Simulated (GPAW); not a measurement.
# free-standing triangular Mo monolayer, spacing 2.74 A: cost and accuracy of the plane-wave cutoff, part 2 of 2

Wanted: the cheapest choice of the plane-wave cutoff that holds the magnetic results of free-standing triangular Mo monolayer, spacing 2.74 A.

GPAW 26.7.0; revPBE; plane waves with GPAW's PAW setups, scalar-relativistic.

So far, largest spin moment in the augmentation sphere (μB): step 3 (rung 1 (250 eV), start antiferro q=(0,1/2,0) +-) 0.591; step 5 (cutoff 325 eV) 0.621; step 7 (cutoff 400 eV) 0.626.

### 9. Rung 4 (500 eV), start antiferro q=(0,1/2,0) +-

File order2.py:

```python
import json
import numpy as np
from ase import Atoms
from ase.parallel import paropen, parprint
from gpaw import GPAW

atoms = Atoms(['Mo', 'Mo'],
    cell=[[2.74, 0.0, 0.0],
         [-2.74, 4.74582, 0.0],
         [0.0, 0.0, 14.0]],
    scaled_positions=[[0.0, 0.0, 0.5],
         [0.0, 0.5, 0.5]],
    pbc=True,
    magmoms=[1.0, -1.0])
atoms.calc = GPAW(mode={'name': 'pw', 'ecut': 500},
    xc='revPBE',
    kpts={'size': (12, 6, 1), 'gamma': True},
    occupations={'name': 'fermi-dirac', 'width': 0.05},
    convergence={'density': 1e-05, 'energy': 1e-05},
    maxiter=200,
    symmetry={'tolerance': 1e-4},
    txt='order2.txt')
e = atoms.get_potential_energy(force_consistent=True)
res = {'free_energy': e, 'energy_sigma0': atoms.get_potential_energy(), 'fermi_energy': atoms.calc.get_fermi_level()}
res['moments'] = atoms.get_magnetic_moments().tolist()
res['total'] = atoms.get_magnetic_moment()
parprint('site moments (muB):', np.round(res['moments'], 3))
parprint(f"total moment: {res['total']:.3f} muB")
parprint(f'free energy: {e:.6f} eV')
atoms.calc.write('order2.gpw')
with paropen('results.json', 'w') as f:
    json.dump(res, f)
```

The run is started by

```
OMP_NUM_THREADS=1 python3 order2.py > order2.log
```

Numbers of over 12 decimals in the logs are rounded to 6 here.

Log:

```text
site moments (muB): [ 0.627 -0.627]
total moment: 0.000 muB
free energy: -16.728702 eV

--- order2.txt ---
Input parameters:
  mode=PW(ecut=500),
  convergence={'density': 1e-05, 'energy': 1e-05},
  kpts=MonkhorstPack(size=(12, 6, 1), gamma=True),
  maxiter=200,
  occupations=Occupations(name='fermi-dirac', width=0.05),
  symmetry=Symmetry(tolerance=0.0001),
  xc=XC(name='revPBE')

Diagonalizing LCAO Hamiltonian
[...]
|          8 |        -6.369 |     1.000 |        -6.369 |     1.000 |
|          9 |        -5.458 |     1.000 |        -5.458 |     1.000 |
[...]
|         17 |         0.892 |     0.000 |         0.892 |     0.000 |
|         18 |         0.941 |     0.000 |         0.941 |     0.000 |
|         19 |         1.847 |     0.000 |         1.847 |     0.000 |
|         20 |         2.986 |     0.000 |         2.986 |     0.000 |

No gap
No difference between direct/indirect transitions


[key lines of the parts left out:]
Free energy:     -16.728702
Converged in 19 steps
dipole moment: (-10.203711, -17.673347, 0.000003)  # |e|*Ang
Fermi level: -1.654
```

Run time: 2.7 min. Hardware: 1 MPI rank of Intel Xeon Platinum 8488C (Sapphire Rapids), shared host; peak memory 0.36 GiB.

Read from the output:

```yaml
magnetization: 0 μB
final_state: antiferromagnetic
largest_moment: 0.6272 μB
```

This start lies -13.8 meV a seeded atom from the first, a change of -0.1 meV since rung 3; its largest moment is 0.627 μB.

### 10. Rung 5 (650 eV), start ferro +

File order1.py:

```python
import json
import numpy as np
from ase import Atoms
from ase.parallel import paropen, parprint
from gpaw import GPAW

atoms = Atoms(['Mo'],
    cell=[[2.74, 0.0, 0.0],
         [-1.37, 2.37291, 0.0],
         [0.0, 0.0, 14.0]],
    scaled_positions=[[0.0, 0.0, 0.5]],
    pbc=True,
    magmoms=[1.0])
atoms.calc = GPAW(mode={'name': 'pw', 'ecut': 650},
    xc='revPBE',
    kpts={'size': (12, 12, 1), 'gamma': True},
    occupations={'name': 'fermi-dirac', 'width': 0.05},
    convergence={'density': 1e-05, 'energy': 1e-05},
    maxiter=200,
    symmetry={'tolerance': 1e-4},
    txt='order1.txt')
e = atoms.get_potential_energy(force_consistent=True)
res = {'free_energy': e, 'energy_sigma0': atoms.get_potential_energy(), 'fermi_energy': atoms.calc.get_fermi_level()}
res['moments'] = atoms.get_magnetic_moments().tolist()
res['total'] = atoms.get_magnetic_moment()
parprint('site moments (muB):', np.round(res['moments'], 3))
parprint(f"total moment: {res['total']:.3f} muB")
parprint(f'free energy: {e:.6f} eV')
atoms.calc.write('order1.gpw')
with paropen('results.json', 'w') as f:
    json.dump(res, f)
```

The run is started by

```
OMP_NUM_THREADS=1 python3 order1.py > order1.log
```

Log:

```text
site moments (muB): [0.]
total moment: 0.000 muB
free energy: -8.353977 eV

--- order1.txt ---
Input parameters:
  mode=PW(ecut=650),
  convergence={'density': 1e-05, 'energy': 1e-05},
  kpts=MonkhorstPack(size=(12, 12, 1), gamma=True),
  maxiter=200,
  occupations=Occupations(name='fermi-dirac', width=0.05),
  symmetry=Symmetry(tolerance=0.0001),
  xc=XC(name='revPBE')

Diagonalizing LCAO Hamiltonian
[...]
|          3 |       -36.023 |     1.000 |       -36.023 |     1.000 |
|          4 |        -6.435 |     1.000 |        -6.435 |     1.000 |
[...]
|          9 |         0.765 |     0.000 |         0.765 |     0.000 |
|         10 |         0.765 |     0.000 |         0.765 |     0.000 |
|         11 |         2.795 |     0.000 |         2.795 |     0.000 |
|         12 |         3.659 |     0.000 |         3.659 |     0.000 |

No gap
No difference between direct/indirect transitions


[key lines of the parts left out:]
Free energy:      -8.353977
Converged in 15 steps
dipole moment: (-5.103403, -8.839354, 0.000001)  # |e|*Ang
Fermi level: -1.722
```

The job ended after 40 s (1 MPI rank; peak memory 0.23 GiB).

Read from the output:

```yaml
final_state: non-magnetic
```

After 15 cycles the seed has died away: no moment is left.

### 11. Rung 5 (650 eV), start antiferro q=(0,1/2,0) +-

order2.py is the script of step 9 with these lines changed:

```diff
@@ -14,3 +14,3 @@
     magmoms=[1.0, -1.0])
-atoms.calc = GPAW(mode={'name': 'pw', 'ecut': 500},
+atoms.calc = GPAW(mode={'name': 'pw', 'ecut': 650},
     xc='revPBE',
```

The run is started by

```
OMP_NUM_THREADS=1 python3 order2.py > order2.log
```

Log:

```text
site moments (muB): [ 0.627 -0.627]
total moment: 0.000 muB
free energy: -16.735574 eV

--- order2.txt ---
Input parameters:
  mode=PW(ecut=650),
  convergence={'density': 1e-05, 'energy': 1e-05},
  kpts=MonkhorstPack(size=(12, 6, 1), gamma=True),
  maxiter=200,
  occupations=Occupations(name='fermi-dirac', width=0.05),
  symmetry=Symmetry(tolerance=0.0001),
  xc=XC(name='revPBE')

Diagonalizing LCAO Hamiltonian
[...]
|          8 |        -6.369 |     1.000 |        -6.369 |     1.000 |
|          9 |        -5.458 |     1.000 |        -5.458 |     1.000 |
[...]
|         17 |         0.892 |     0.000 |         0.892 |     0.000 |
|         18 |         0.942 |     0.000 |         0.942 |     0.000 |
|         19 |         1.846 |     0.000 |         1.846 |     0.000 |
|         20 |         2.986 |     0.000 |         2.986 |     0.000 |

No gap
No difference between direct/indirect transitions


[key lines of the parts left out:]
Free energy:     -16.735574
Converged in 21 steps
dipole moment: (-10.203721, -17.673364, 0.000003)  # |e|*Ang
Fermi level: -1.654
```

The job ended after 4.6 min (1 MPI rank; peak memory 0.48 GiB).

This step gave:

```
magnetization  : 0 μB
final state    : antiferromagnetic
largest moment : 0.6274 μB
```

This start lies -13.8 meV a seeded atom from the first, a change of -0.0 meV since rung 4; its largest moment is 0.627 μB.

### 12. Rung 6 (800 eV), start ferro +

order1.py is the script of step 10 with these lines changed:

```diff
@@ -13,3 +13,3 @@
     magmoms=[1.0])
-atoms.calc = GPAW(mode={'name': 'pw', 'ecut': 650},
+atoms.calc = GPAW(mode={'name': 'pw', 'ecut': 800},
     xc='revPBE',
```

The run is started by

```
OMP_NUM_THREADS=1 python3 order1.py > order1.log
```

Log:

```text
site moments (muB): [0.]
total moment: 0.000 muB
free energy: -8.354533 eV

--- order1.txt ---
Input parameters:
  mode=PW(ecut=800),
  convergence={'density': 1e-05, 'energy': 1e-05},
  kpts=MonkhorstPack(size=(12, 12, 1), gamma=True),
  maxiter=200,
  occupations=Occupations(name='fermi-dirac', width=0.05),
  symmetry=Symmetry(tolerance=0.0001),
  xc=XC(name='revPBE')

Diagonalizing LCAO Hamiltonian
[...]
|          3 |       -36.023 |     1.000 |       -36.023 |     1.000 |
|          4 |        -6.435 |     1.000 |        -6.435 |     1.000 |
[...]
|          9 |         0.765 |     0.000 |         0.765 |     0.000 |
|         10 |         0.765 |     0.000 |         0.765 |     0.000 |
|         11 |         2.794 |     0.000 |         2.794 |     0.000 |
|         12 |         3.658 |     0.000 |         3.658 |     0.000 |

No gap
No difference between direct/indirect transitions


[key lines of the parts left out:]
Free energy:      -8.354533
Converged in 15 steps
dipole moment: (-5.103407, -8.839362, 0.000001)  # |e|*Ang
Fermi level: -1.722
```

It took 40 s on 1 MPI rank; peak memory 0.26 GiB.

Numbers from this step:

```yaml
final_state: non-magnetic
```

After 15 cycles the seed has died away: no moment is left.

### 13. Rung 6 (800 eV), start antiferro q=(0,1/2,0) +-

order2.py is the script of step 11 with these lines changed:

```diff
@@ -14,3 +14,3 @@
     magmoms=[1.0, -1.0])
-atoms.calc = GPAW(mode={'name': 'pw', 'ecut': 650},
+atoms.calc = GPAW(mode={'name': 'pw', 'ecut': 800},
     xc='revPBE',
```

The run is started by

```
OMP_NUM_THREADS=1 python3 order2.py > order2.log
```

Log:

```text
site moments (muB): [ 0.627 -0.627]
total moment: -0.000 muB
free energy: -16.736714 eV

--- order2.txt ---
Input parameters:
  mode=PW(ecut=800),
  convergence={'density': 1e-05, 'energy': 1e-05},
  kpts=MonkhorstPack(size=(12, 6, 1), gamma=True),
  maxiter=200,
  occupations=Occupations(name='fermi-dirac', width=0.05),
  symmetry=Symmetry(tolerance=0.0001),
  xc=XC(name='revPBE')

Diagonalizing LCAO Hamiltonian
[...]
|          8 |        -6.369 |     1.000 |        -6.369 |     1.000 |
|          9 |        -5.458 |     1.000 |        -5.458 |     1.000 |
[...]
|         17 |         0.892 |     0.000 |         0.892 |     0.000 |
|         18 |         0.942 |     0.000 |         0.942 |     0.000 |
|         19 |         1.846 |     0.000 |         1.846 |     0.000 |
|         20 |         2.986 |     0.000 |         2.986 |     0.000 |

No gap
No difference between direct/indirect transitions


[key lines of the parts left out:]
Free energy:     -16.736714
Converged in 20 steps
dipole moment: (-10.203730, -17.673380, 0.000003)  # |e|*Ang
Fermi level: -1.654
```

It took 5.2 min on 1 MPI rank; peak memory 0.6 GiB.

Numbers from this step:

- magnetization: 0 μB
- final state: antiferromagnetic
- largest moment: 0.6275 μB

This start lies -13.8 meV a seeded atom from the first, a change of -0.0 meV since rung 5; its largest moment is 0.627 μB.

### 14. The rungs together

Ladder, by row:

| rung | cutoff (eV) | state from the first start | state from the second start | second less first (meV a seeded atom) | moment, first (μB) | moment, second (μB) | CPU time (s) |
| --- | --- | --- | --- | --- | --- | --- | --- |
| 1 | 250 | non-magnetic | antiferromagnetic | -11.22 | 0 | 0.5908 | 62.48 |
| 2 | 325 | non-magnetic | antiferromagnetic | -13.53 | 0 | 0.6213 | 89.39 |
| 3 | 400 | non-magnetic | antiferromagnetic | -13.66 | 0 | 0.6259 | 148 |
| 4 | 500 | non-magnetic | antiferromagnetic | -13.78 | 0 | 0.6272 | 187.1 |
| 5 | 650 | non-magnetic | antiferromagnetic | -13.81 | 0 | 0.6274 | 316.6 |
| 6 | 800 | non-magnetic | antiferromagnetic | -13.82 | 0 | 0.6275 | 353.9 |

### 15. Outcome

```json
{
  "range of the moment in the table, second start": "0.591 to 0.627 μB",
  "range of CPU time": "62 s to 5.9 min",
  "range of the energy difference": "-13.8 to -11.2 meV a seeded atom",
  "first rung from which all stay within 2 meV of the last": "2"
}
```

**Reading.** From rung 2 on the result stays within 0.29 meV of the last rung, inside the margin of 2 meV set for it, at 25 % of the last rung's cost. The second start ends lower on every rung of the table; whether functional and cell give the true order is another question.

[Logs and program files are shortened in this print: banners, set-up blocks, solver, clock and traceback lines can be left out without a mark of their own.]

[Logs are printed without paths, hosts, clocks, repeated set-up lines and the standing remarks that a program may print on its own settings, such as how far it seeks lower states.]

[Hosts, paths, dates, database ids (printed as entryN), source tags and the programs' standing remarks are cut or masked in the printed files.]

[Where a cell is said to come from a database of computed structures, the database is the Materials Project.]
